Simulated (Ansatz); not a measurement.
# A convergence test on LaVO4 (P2_1/c): k mesh of the density

Wanted: the cheapest k mesh of the density that holds the r2SCAN gap of LaVO4 (P2_1/c).

Calculated with Ansatz 0.2.0; DFT, r2SCAN, plane waves, PAW.

## (1) The structure

It takes space group P2_1/c (No. 14, monoclinic). The conventional cell has a = 6.725 Å, b = 7.283 Å, c = 8.399 Å, α = 90.00°, β = 125.80°, γ = 90.00°. Nearest to La lie 9 O at 2.49 to 2.89 Å. Nearest to V lie 4 O at 1.70 to 1.72 Å. O has 1 V at 1.72 Å and 2 La at 2.49 to 2.53 Å nearest. O has 1 V at 1.70 Å and 2 La at 2.50 to 2.53 Å nearest. O has 1 V at 1.70 Å and 2 La at 2.52 to 2.68 Å nearest. Nearest to O lie 1 V at 1.72 Å and 3 La at 2.56 to 2.89 Å. Farther neighbours, and contacts between anions beyond the nearest, are not listed.

The cell and positions come from the Crystallography Open Database and are kept as given unless a step says otherwise. The default PAW set here is soft_2. Its files were made with PBE.

## (2) k mesh of the density: 2×2×2

The input, input.yaml:

```yaml
crystal:
  lattice:
    - [6.725, 0.0, 0.0]
    - [0.0, 7.2827, 0.0]
    - [-4.9123006198, 0.0, 6.8121466218]
  atoms:
    - { symbol: La, position: [0.827399, 0.157198, 0.723776] }
    - { symbol: La, position: [0.172601, 0.657198, 0.776224] }
    - { symbol: La, position: [0.172601, 0.842802, 0.276224] }
    - { symbol: La, position: [0.827399, 0.342802, 0.223776] }
    - { symbol: V, position: [0.31429, 0.16481, 0.69917] }
    - { symbol: V, position: [0.68571, 0.66481, 0.80083] }
    - { symbol: V, position: [0.68571, 0.83519, 0.30083] }
    - { symbol: V, position: [0.31429, 0.33519, 0.19917] }
    - { symbol: O, position: [0.8171, 0.4979, 0.7446] }
    - { symbol: O, position: [0.1829, 0.9979, 0.7554] }
    - { symbol: O, position: [0.1829, 0.5021, 0.2554] }
    - { symbol: O, position: [0.8171, 0.0021, 0.2446] }
    - { symbol: O, position: [0.6098, 0.2795, 0.3821] }
    - { symbol: O, position: [0.3902, 0.7795, 0.1179] }
    - { symbol: O, position: [0.3902, 0.7205, 0.6179] }
    - { symbol: O, position: [0.6098, 0.2205, 0.8821] }
    - { symbol: O, position: [0.6587, 0.895, 0.4829] }
    - { symbol: O, position: [0.3413, 0.395, 0.0171] }
    - { symbol: O, position: [0.3413, 0.105, 0.5171] }
    - { symbol: O, position: [0.6587, 0.605, 0.9829] }
    - { symbol: O, position: [0.8898, 0.8436, 0.8857] }
    - { symbol: O, position: [0.1102, 0.3436, 0.6143] }
    - { symbol: O, position: [0.1102, 0.1564, 0.1143] }
    - { symbol: O, position: [0.8898, 0.6564, 0.3857] }
kpoints:
  mp_grid: { grid: [2, 2, 2] }
  band_path:
    path:
      - [0.0, 0.0, 0.0]
      - [0.0, 0.5, 0.0]
      - [0.0, 0.5, 0.5]
      - [0.0, 0.0, 0.5]
      - [-0.5, 0.0, 0.5]
      - [-0.5, 0.5, 0.5]
      - [-0.5, 0.5, 0.0]
      - [-0.5, 0.0, 0.0]
      - [-0.5, 0.35, 0.0]
      - [-0.5, 0.1, 0.0]
    npoints: 1
hamiltonian:
  xc: r2scan
scf:
  occupations: { method: fixed }
  n_extra_bands: 12
output:
  eigenvalues: true
  forces: true
  stress: true
```

Command:

```
$ ansatz run input.yaml --threads 24 --pin off --max-ram 82944MiB --backend cuda --events-out ev --progress --plain --runs-dir out --devices 1 --max-vram 78GiB
```

What it wrote:

```text
scf.n_extra_bands = 12 over 96 filled bands (N_el = 192.0): the run solves 108 bands
GPUs: using 1 of 1 available (devices: 1).
Engine: ansatz 0.2.0, aarch64-unknown-linux-gnu
Pseudopotentials: kind: paw
Pseudopotential: La, paw, valence charge 11, recommended cutoff 500 eV (meta_gga), La.paw.azcp
Pseudopotential: V, paw, valence charge 13, recommended cutoff 500 eV (meta_gga), V.paw.azcp
Pseudopotential: O, paw, valence charge 6, recommended cutoff 500 eV (meta_gga), O.paw.azcp
Functional definition: r2SCAN
  parameter k0 = 0.174
  parameter k1 = 0.065
  parameter a1 = 4.9479
  exchange = r2scan_x(k0 = k0, k1 = k1, a1 = a1)
  correlation = r2scan_c
[...]
Crystal: 24 atoms, lattice volume = 333.633 Å³
Basis set: ecut = 500 eV, 8465 PW (Γ), exchange–correlation on 200×216×256 points (64 copies of the dense FFT grid, shifted against one another)
Bands: 108, of which v1, the nominal top of the filled ones, is band 96 counted from 1 (95 counted from 0)
Symmetry: 4 space group operations
Space group: P21/c (ITA 14), of the structure as read, at distance tolerance 6.9e-5 Å
k-points: 8
Non-local potential: La, projectors of the file, l = 0: 3, l = 1: 2, l = 2: 2, l = 3: 3
Non-local potential: V, projectors of the file, l = 0: 3, l = 1: 2, l = 2: 3, l = 3: 1
Non-local potential: O, projectors of the file, l = 0: 2, l = 1: 2, l = 2: 1
PAW form: soft (Blöchl's): semilocal exchange-correlation on the pseudo side does not see the compensation charge
PAW frozen core: La, regenerated for the run's functional (the file was generated under x = pbe(κ = 0.804, μ = 0.219515), c = pbe(β = 0.066725))
PAW frozen core: V, regenerated for the run's functional (the file was generated under x = pbe(κ = 0.804, μ = 0.219515), c = pbe(β = 0.066725))
PAW frozen core: O, regenerated for the run's functional (the file was generated under x = pbe(κ = 0.804, μ = 0.219515), c = pbe(β = 0.066725))
PAW one-centre angular grid: La, 974 points (default); XC on 160 Gauss nodes
PAW one-centre angular grid: V, 590 points (default); XC on 160 Gauss nodes
PAW one-centre angular grid: O, 302 points (default); XC on 160 Gauss nodes
Initial density: superposition of atomic densities (neutral atoms: chi_scale 0, normalization atom), corrected by the library's trained network
Initial wavefunctions: pseudopotential atomic-orbital guess
[...]
Functional: x = r2scan, c = r2scan; τ floored in thin density (d = 2e-4 eV/Å³)
SCF iter   1: F=—  HF=-45861.123773 eV  |F-HF|=—  |Δ(HF+E_count)|=         —  Δρ=2.32e-2  dr2=2.15e0  dr2_τ=1.44e0  ethr=1.77e-3  ⟨swp⟩=4.6  Hψ=2988  notcnv=0  defer=44
preconditioner: auto → Resta (q_TF=auto, 2.488 Å⁻¹)  ε∞=5.5  [insulator: Δε(μ)=4.343 eV  Ē_g=11.834 eV  n_scr=82 (ndim 8)  ℏωp=25.1 eV  f_vac=0.045  ε∞_Penn≈5.5]
SCF iter   2: F=—  HF=-45861.541658 eV  |F-HF|=—  |Δ(HF+E_count)|=   4.18e-1  Δρ=2.19e-2  dr2=1.67e0  dr2_τ=1.76e-1  ethr=1.12e-3  ⟨swp⟩=3.0  Hψ=1857  notcnv=0  defer=64
SCF iter   3: F=—  HF=-45861.339685 eV  |F-HF|=—  |Δ(HF+E_count)|=   2.02e-1  Δρ=4.48e-3  dr2=6.22e-2  dr2_τ=2.99e-3  ethr=8.70e-4  ⟨swp⟩=2.9  Hψ=1297  notcnv=0  defer=61
SCF iter   4: F=—  HF=-45861.329904 eV  |F-HF|=—  |Δ(HF+E_count)|=   9.78e-3  Δρ=1.93e-3  dr2=1.35e-2  dr2_τ=9.12e-4  ethr=3.24e-5  ⟨swp⟩=3.1  Hψ=1538  notcnv=0  defer=80
SCF iter   5: F=—  HF=-45861.329195 eV  |F-HF|=—  |Δ(HF+E_count)|=   7.09e-4  Δρ=6.03e-4  dr2=1.18e-3  dr2_τ=1.35e-4  ethr=7.01e-6  ⟨swp⟩=2.4  Hψ=1237  notcnv=0  defer=80
SCF iter   6: F=—  HF=-45861.327605 eV  |F-HF|=—  |Δ(HF+E_count)|=   1.59e-3  Δρ=2.72e-4  dr2=3.24e-4  dr2_τ=1.40e-5  ethr=6.16e-7  ⟨swp⟩=2.0  Hψ=1232  notcnv=0  defer=80
[...]
SCF iter   9: F=—  HF=-45861.328708 eV  |F-HF|=—  |Δ(HF+E_count)|=   2.01e-7  Δρ=1.78e-5  dr2=1.13e-6  dr2_τ=1.36e-7  ethr=1.84e-9  ⟨swp⟩=2.0  Hψ=1417  notcnv=0  defer=46
SCF iter  10: F=—  HF=-45861.328708 eV  |F-HF|=—  |Δ(HF+E_count)|=   7.30e-8  Δρ=6.35e-6  dr2=1.85e-7  dr2_τ=8.82e-9  ethr=5.90e-10  ⟨swp⟩=2.0  Hψ=1193  notcnv=0  defer=46
SCF iter  11: F=-45861.328708 eV  HF=-45861.328708 eV  |F-HF|=6.17e-9  |Δ(HF+E_count)|=   2.36e-8  Δρ=1.79e-6  dr2=1.44e-8  dr2_τ=4.65e-10  ethr=5.21e-11  ⟨swp⟩=18.1  Hψ=3771  notcnv=0
SCF 1 converged in 11 iterations: F = -45861.328708 eV  dr2 = 1.44e-8
[...]
SCF converged after 11 iterations
[...]
atom  21  O     -0.09396058    -0.09210675    -0.03270377
  atom  22  O      0.09396058    -0.09210675     0.03270377
  atom  23  O      0.09396058     0.09210675     0.03270377
  atom  24  O     -0.09396058     0.09210675    -0.03270377
  max |Σ_I F_I| component: 4.16e-17 eV/Å
--- Stress (GPa, compression-positive) ---
       -0.508042       0.000000       0.140759
        0.000000      -0.120444       0.000000
        0.140764       0.000000      -0.370996
  P = ⅓ Tr σ = -0.3332 GPa (-3.332 kbar)
--- Band table (eV; the first three rows and the last of 8) ---
  k-point 0: bands = ["-59.0165", "-59.0164", "-59.0163", "-59.0163", "-31.9160", "-31.9158", "-31.9151", "-31.9146", "-31.8283", "-31.8274", "-31.8262", "-31.8260", "-31.7857", "-31.7852", "-31.7838", "-31.7834", "-23.7401", "-23.6972", "-23.6866", "-23.6856", "-10.7765", "-10.7551", "-10.7464", "-10.7301", "-10.5856", "-10.3761", "-10.3507", "-10.2855", "-10.2490", "-10.1907", "-10.1804", "-10.0753", "-10.0224", "- [...]
  k-point 1: bands = ["-59.0164", "-59.0164", "-59.0163", "-59.0163", "-31.9156", "-31.9156", "-31.9152", "-31.9152", "-31.8272", "-31.8272", "-31.8268", "-31.8268", "-31.7854", "-31.7854", "-31.7836", "-31.7836", "-23.7184", "-23.7184", "-23.6860", "-23.6860", "-10.8520", "-10.8520", "-10.7665", "-10.7665", "-10.4391", "-10.4391", "-10.3185", "-10.3185", "-10.2441", "-10.2441", "-10.1493", "-10.1493", "-10.0123", "- [...]
  k-point 2: bands = ["-59.0164", "-59.0164", "-59.0163", "-59.0163", "-31.9159", "-31.9159", "-31.9148", "-31.9148", "-31.8279", "-31.8279", "-31.8261", "-31.8261", "-31.7847", "-31.7847", "-31.7844", "-31.7844", "-23.7173", "-23.7173", "-23.6873", "-23.6873", "-10.8470", "-10.8470", "-10.6951", "-10.6951", "-10.5508", "-10.5508", "-10.3906", "-10.3906", "-10.2475", "-10.2475", "-10.0022", "-10.0022", "-9.9374", "-9 [...]
  k-point 7: bands = ["-59.0164", "-59.0164", "-59.0164", "-59.0164", "-31.9156", "-31.9156", "-31.9155", "-31.9155", "-31.8272", "-31.8272", "-31.8267", "-31.8267", "-31.7847", "-31.7847", "-31.7844", "-31.7844", "-23.7107", "-23.7107", "-23.6910", "-23.6910", "-10.9936", "-10.9936", "-10.8436", "-10.8436", "-10.5628", "-10.5628", "-10.2603", "-10.2603", "-10.1014", "-10.1014", "-10.0062", "-10.0062", "-9.9233", "-9 [...]
```

The job ended after 1.8 s (1 × NVIDIA GB200 (shared by 2 runs) with 24 threads of Arm Neoverse V2, shared host; peak memory 1.6 GiB; 7.6 s of CPU time).

Numbers from this step:

| Property | Result |
| --- | --- |
| pressure | -0.3332 GPa |
| gap | 3.913 eV |
| valence top at | Y_2 |
| conduction bottom at | k = (-0.500, 0.350, 0.000) |
| least direct gap | 3.996 eV |

The gap is indirect, with the least direct gap 0.08 eV higher.

## (3) k mesh of the density: 4×4×4 (the default)

input.yaml: that of step 2 with these lines changed.

```diff
@@ -31,3 +31,3 @@
 kpoints:
-  mp_grid: { grid: [2, 2, 2] }
+  mp_grid: { grid: [4, 4, 4] }
   band_path:
@@ -38,9 +38,10 @@
       - [0.0, 0.0, 0.5]
+      - [0.0, 0.0, 0.0]
       - [-0.5, 0.0, 0.5]
       - [-0.5, 0.5, 0.5]
+      - [0.0, 0.5, 0.0]
       - [-0.5, 0.5, 0.0]
       - [-0.5, 0.0, 0.0]
-      - [-0.5, 0.35, 0.0]
-      - [-0.5, 0.1, 0.0]
-    npoints: 1
+      - [0.0, 0.0, 0.0]
+    npoints: 10
 hamiltonian:
@@ -48,3 +49,3 @@
 scf:
-  occupations: { method: fixed }
+  occupations: { method: fermi_dirac, width: 0.02 }
   n_extra_bands: 12
```

What it wrote:

```text
[...]
GPUs: using 1 of 1 available (devices: 1).
[...]
Crystal: 24 atoms, lattice volume = 333.633 Å³
Basis set: ecut = 500 eV, 8465 PW (Γ), exchange–correlation on 200×216×256 points (64 copies of the dense FFT grid, shifted against one another)
Bands: 108, of which v1, the nominal top of the filled ones, is band 96 counted from 1 (95 counted from 0)
Symmetry: 4 space group operations
[...]
k-points: 30 of 64
[...]
atom  21  O     -0.09444143    -0.09099480    -0.03138318
  atom  22  O      0.09444143    -0.09099480     0.03138318
  atom  23  O      0.09444143     0.09099480     0.03138318
  atom  24  O     -0.09444143     0.09099480    -0.03138318
  max |Σ_I F_I| component: 5.55e-17 eV/Å
--- Stress (GPa, compression-positive) ---
       -0.520848       0.000000       0.139934
        0.000000      -0.123224       0.000000
        0.139939       0.000000      -0.382110
  P = ⅓ Tr σ = -0.3421 GPa (-3.421 kbar)
--- Band table (eV; the first three rows and the last of 30) ---
[...]
[key lines of the parts left out:]
SCF converged after 11 iterations
```

It took 5.5 s on 1 × NVIDIA GB200 (shared by 2 runs) with 24 threads; peak memory 1.7 GiB; 33 s of CPU time.

This step gave:

| Property | Result |
| --- | --- |
| pressure | -0.3421 GPa |
| gap | 3.913 eV |
| valence top at | Y_2 |
| conduction bottom at | k = (-0.500, 0.350, 0.000) |
| least direct gap | 3.997 eV |

The gap is 3.913 eV, as in the run before at this level.

## (4) k mesh of the density: 6×6×6

input.yaml: that of step 3 with these lines changed.

```diff
@@ -31,3 +31,3 @@
 kpoints:
-  mp_grid: { grid: [4, 4, 4] }
+  mp_grid: { grid: [6, 6, 6] }
   band_path:
@@ -38,10 +38,9 @@
       - [0.0, 0.0, 0.5]
-      - [0.0, 0.0, 0.0]
       - [-0.5, 0.0, 0.5]
       - [-0.5, 0.5, 0.5]
-      - [0.0, 0.5, 0.0]
       - [-0.5, 0.5, 0.0]
       - [-0.5, 0.0, 0.0]
-      - [0.0, 0.0, 0.0]
-    npoints: 10
+      - [-0.5, 0.35, 0.0]
+      - [-0.5, 0.1, 0.0]
+    npoints: 1
 hamiltonian:
@@ -49,3 +48,3 @@
 scf:
-  occupations: { method: fermi_dirac, width: 0.02 }
+  occupations: { method: fixed }
   n_extra_bands: 12
```

What it wrote:

```text
[...]
GPUs: using 1 of 1 available (devices: 1).
[...]
concurrent solve slots: 20 of 24 are kept, ahead of what memory takes: no pass of the eigensolver takes more rounds on 20
[...]
Crystal: 24 atoms, lattice volume = 333.633 Å³
Basis set: ecut = 500 eV, 8465 PW (Γ), exchange–correlation on 200×216×256 points (64 copies of the dense FFT grid, shifted against one another)
[...]
atom  21  O     -0.09444490    -0.09099920    -0.03138771
  atom  22  O      0.09444490    -0.09099920     0.03138771
  atom  23  O      0.09444490     0.09099920     0.03138771
  atom  24  O     -0.09444490     0.09099920    -0.03138771
  max |Σ_I F_I| component: 2.78e-17 eV/Å
--- Stress (GPa, compression-positive) ---
       -0.521077       0.000000       0.139930
        0.000000      -0.123309       0.000000
        0.139935       0.000000      -0.381970
  P = ⅓ Tr σ = -0.3421 GPa (-3.421 kbar)
--- Band table (eV; the first three rows and the last of 80) ---
[...]
[key lines of the parts left out:]
SCF converged after 11 iterations
```

It took 5.1 s on 1 × NVIDIA GB200 (shared by 2 runs) with 24 threads; peak memory 1.4 GiB.

This step gave:

```
pressure             : -0.3421 GPa
gap                  : 3.913 eV
valence top at       : Y_2
conduction bottom at : k = (-0.500, 0.350, 0.000)
least direct gap     : 3.997 eV
```

The gap is 3.913 eV, as in the run before at this level.

## (5) The series

Differences are against the last row; a negative gap means that bands overlap, and a run with a band path holds that path's time. Times are wall times on 1 × NVIDIA GB200 (shared by 2 runs) with 24 threads of Arm Neoverse V2, shared host, good to a factor of about two.

| k mesh of the density | gap (eV) | direct gap (eV) | gap error (eV) | energy error (meV/atom) | irreducible k | time |
| --- | --- | --- | --- | --- | --- | --- |
| 2×2×2 | 3.913 | 3.996 | −0.0004 | +0.2 | 8 | 1.8 s |
| 4×4×4 | 3.913 | 3.997 | +0.000 | +0.0 | 30 | 5.5 s |
| 6×6×6 | 3.913 | 3.997 | +0.000 | +0.0 | 80 | 5.1 s |

## (6) Summary of results

```
2×2×2 : 3.913 eV
4×4×4 : 3.913 eV
6×6×6 : 3.913 eV
```

The gap holds to 0.02 eV from 2×2×2 on, the cheapest setting tried. At 2×2×2 the gap is off by −0.0004 eV and the energy by +0 meV/atom. The gap is read over the mesh and added points near the edges, so meshes differ mainly through the density and, for a hybrid, the exchange operator. The runs have no spin polarisation. For a closed low-spin shell that is the natural state; where a d or f shell is open it is a constraint, and the gap is then not the crystal's own.

[Long decimals in the printed logs are rounded to 6 places.]

[Logs are printed without paths, hosts, clocks, repeated set-up lines and the standing remarks that a program may print on its own settings, such as how far it seeks lower states.]

[Paths, hosts, dates, memory and timing lines, banners, echoed tables and standing remarks are left out of the program output; an Ansatz launch command may be rebuilt from the run's recorded settings. Measured values are a selection of at most five: reports struck by readers or far from the other reports are left out. None is set beside runs whose start may be inverted or whose files or cutoffs have a known fault.]

[Runs of the session that timed out or met a known fault of the program may be left out.]

[Cells called generated may have been cut or substituted from an entry of the Crystallography Open Database or the Materials Project.]

[Hosts, paths, dates, database ids (printed as entryN), source tags and the programs' standing remarks are cut or masked in the printed files.]

[Where the starting crystal was built by hand or by swapping elements, it need not be the compound's stable phase.]
